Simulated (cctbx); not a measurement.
## Diagnosing a refinement

Cell a = 12.6150 Å, b = 12.6150 Å, c = 12.6150 Å, α = 90.00°, β = 90.00°, γ = 90.00°; space group Fd-3m (no. 227, origin choice 1). The compound is Ti4Tl2O.

Simulated single-crystal data (cctbx): Mo Kα, λ = 0.71073 Å, to d = 0.75 Å, 70 % of the full sphere, strongest reflection 20000 counts, noise from counting, a 6 % proportional error and a noise floor of 8 counts (s.d.); no absorption.

An anisotropic refinement with weights 1/σ² prints:

```text
Rint 0.054, 147 unique reflections to 0.75 A
cycle     R1     wR2    GooF  max shift (A)
   1  0.0348  0.0960   5.193   0.00377
   2  0.0357  0.0950   5.137   0.00000
final R1 0.0357 wR2 0.0950 GooF 5.137  parameters 9  data/parameter 16.3
atom        x        y        z      Ueq    occ   su(xyz)  su(Uiso or U11)
Tl1    0.66590  0.16590  0.33410   0.0125  1.000  0.00004  0.0005
Ti1    0.37500  0.62500  0.37500   0.0209  1.000  0.00000  0.0014
Ti2    0.00000  0.00000  0.18001   0.0206  1.000  0.00035  0.0012
difference map: max 15.00 min -0.76 rms 0.60
Q1    0.1250  0.1250  0.1250   16   15.00  2.34 A from Ti2
Q2    0.0823  0.0823  0.4177   32    1.74  0.04 A from Tl1
Q3    0.0000  0.0000  0.1593   48    1.14  0.26 A from Ti2
Q4    0.0466  0.1030  0.1030   96    0.91  1.73 A from Ti2
Q5    0.0261  0.0261  0.4739   32    0.63  1.27 A from Tl1
Q6    0.0305  0.1938  0.3062   96    0.56  1.12 A from Ti2
```

**Question.** Can this result stand? If not, what is the likely fault?

Mend it. The fault: an atom left out, O at (3/8, 1/8, 3/8). Against the right model at the same level, R1 goes from 0.0087 to 0.0357 and GooF from 0.93 to 5.14 and the top difference peak, 15.0 e/Å³, lies 2.34 Å from Ti2. Q1 is the missing atom. With scattering power missing, scale and phases suffer, so peaks may also grow on the heavy atoms.

The compound is Ti4Tl2O. The right model at the same level gives:

```text
Rint 0.054, 147 unique reflections to 0.75 A
cycle     R1     wR2    GooF  max shift (A)
   1  0.0090  0.0179   0.975   0.00027
   2  0.0087  0.0171   0.930   0.00000
final R1 0.0087 wR2 0.0171 GooF 0.930  parameters 11  data/parameter 13.4
atom        x        y        z      Ueq    occ   su(xyz)  su(Uiso or U11)
Tl1    0.66591  0.16591  0.33409   0.0127  1.000  0.00001  0.0001
Ti1    0.37500  0.62500  0.37500   0.0221  1.000  0.00000  0.0002
Ti2    0.00000  0.00000  0.17969   0.0203  1.000  0.00006  0.0002
O1     0.37500  0.12500  0.37500   0.0329  1.000  0.00000  0.0012
difference map: max 0.69 min -0.51 rms 0.16
Q1    0.0511  0.1066  0.1066   96    0.71  0.99 A from O1
Q2    0.0419  0.0419  0.5419   32    0.60  1.76 A from Tl1
Q3    0.0260  0.0260  0.4740   32    0.59  1.27 A from Tl1
Q4    0.0309  0.1893  0.3107   96    0.54  1.19 A from Ti2
Q5    0.1093  0.1093  0.8907   32    0.51  1.24 A from Tl1
Q6    0.0482  0.0482  0.3918   96    0.46  0.71 A from Tl1
```

The model was made for the exercise: a known structure type with other elements put in, its volume estimated, not relaxed; displacement parameters are assumed.

[Middle refinement cycles are left out of these outputs.]

[Logs are printed without paths, hosts, clocks, repeated set-up lines and the standing remarks that a program may print on its own settings, such as how far it seeks lower states.]
